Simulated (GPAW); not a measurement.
The Mg K edge of atom 1 in NaMgF3 (Pm-3m), with 6 F at 1.98 Å (octahedral, site symmetry m-3m), was computed in 2 ways: full core hole (charged cell) and no core hole. Program and functional: GPAW, LDA, Gaussian full width 0.9 eV up to 4 eV, rising linearly to 3.5 eV at 25 eV; cells of 5 and 10 atoms (the run without a hole in the smaller).

Each run is counted from its own lowest empty level or Fermi level and scaled to a mean of 1 over its first 20 eV.

| E (eV) | run 1 | run 2 |
| --- | --- | --- |
| -2.00 | 0.00 | 0.00 |
| -1.25 | 0.00 | 0.00 |
| -0.50 | 0.00 | 0.00 |
| 0.25 | 0.00 | 0.00 |
| 1.00 | 0.01 | 0.02 |
| 1.75 | 0.03 | 0.03 |
| 2.50 | 0.05 | 0.06 |
| 3.25 | 0.08 | 0.25 |
| 4.00 | 0.10 | 0.46 |
| 4.75 | 0.19 | 0.71 |
| 5.50 | 0.36 | 1.59 |
| 6.25 | 0.41 | 1.92 |
| 7.00 | 0.40 | 1.57 |
| 7.75 | 0.51 | 2.16 |
| 8.50 | 0.59 | 3.36 |
| 9.25 | 1.01 | 3.16 |
| 10.00 | 1.81 | 1.45 |
| 10.75 | 2.29 | 0.55 |
| 11.50 | 1.87 | 0.53 |
| 12.25 | 1.34 | 0.68 |
| 13.00 | 1.21 | 0.89 |
| 13.75 | 1.21 | 1.15 |
| 14.50 | 1.28 | 1.30 |
| 15.25 | 1.52 | 1.23 |
| 16.00 | 1.91 | 1.05 |
| 16.75 | 2.22 | 0.84 |
| 17.50 | 2.22 | 0.62 |
| 18.25 | 1.89 | 0.44 |
| 19.00 | 1.36 | 0.32 |
| 19.75 | 0.86 | 0.24 |
| 20.50 | 0.53 | 0.20 |
| 21.25 | 0.38 | 0.19 |
| 22.00 | 0.31 | 0.20 |
| 22.75 | 0.30 | 0.22 |
| 23.50 | 0.30 | 0.27 |
| 24.25 | 0.33 | 0.35 |
| 25.00 | 0.38 | 0.44 |
| 25.75 | 0.46 | 0.53 |
| 26.50 | 0.56 | 0.60 |
| 27.25 | 0.66 | 0.64 |
| 28.00 | 0.76 | 0.66 |
| 28.75 | 0.84 | 0.68 |
| 29.50 | 0.90 | 0.71 |
| 30.25 | 0.95 | 0.73 |
| 31.00 | 1.00 | 0.72 |
| 31.75 | 1.04 | 0.66 |

**Question.** Which run is which?

Run 1: no core hole (area from −2 to 6 eV 0.7, main maxima 10.8 eV (2.29) and 17.1 eV (2.27)). Run 2: full core hole (charged cell) (area from −2 to 6 eV 2.6, main maxima 6.0 eV (1.96), 8.8 eV (3.56) and 14.6 eV (1.30)). With each curve scaled to its own mean, the area from −2 to 6 eV with the hole is 2.6 against 0.7, and the centre of weight from −1 to 20 eV moves by -3.4 eV: the hole pulls the absorber's empty states down.

[Hosts, paths, dates, database ids (printed as entryN), source tags and the programs' standing remarks are cut or masked in the printed files.]

[Lists of maxima count a maximum above −3 eV only where it reaches 4 % of the highest in the window and stands out from its surroundings by 2 % of it (1.5 % where it reaches 55 %); shoulders and weaker maxima are passed over, and of the rest the first, up to two pre-edge ones and the few strongest are named.]
